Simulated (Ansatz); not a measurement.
# Reading EPR parameters

A crystal has the composition LiMSi2O6, where M is a 3d element. A calculation (PBE+U, spin-orbit coupling in second variation, Ansatz) gives:

```
S                                : 1
g, averaged over the cell's ions : 1.9146, 1.9219, 1.9986
D, with anisotropic exchange     : +3.8 cm⁻¹ (+114 GHz)
E                                : +0.176 cm⁻¹ (+5.26 GHz)
moment in its sphere             : 1.50 μB
```

Q: Name the magnetic ion and its oxidation state.

The crystal is LiVSi2O6, space group C2/c. The spin sits on V, with 6 O at 1.92 to 2.07 Å round it. With the usual charges of the other elements M must be +3. High-spin ions of that charge with S = 1 are d2 and d8, V and Cu; the sign of the g shift picks V³⁺ d². Low-spin ions are left aside. The shift is negative: in a shell less than half full the orbital moment opposes the spin.

[Logs are printed without paths, hosts, clocks, repeated set-up lines and the standing remarks that a program may print on its own settings, such as how far it seeks lower states.]

[Hosts, paths, dates, database ids (printed as entryN), source tags and the programs' standing remarks are cut or masked in the printed files.]
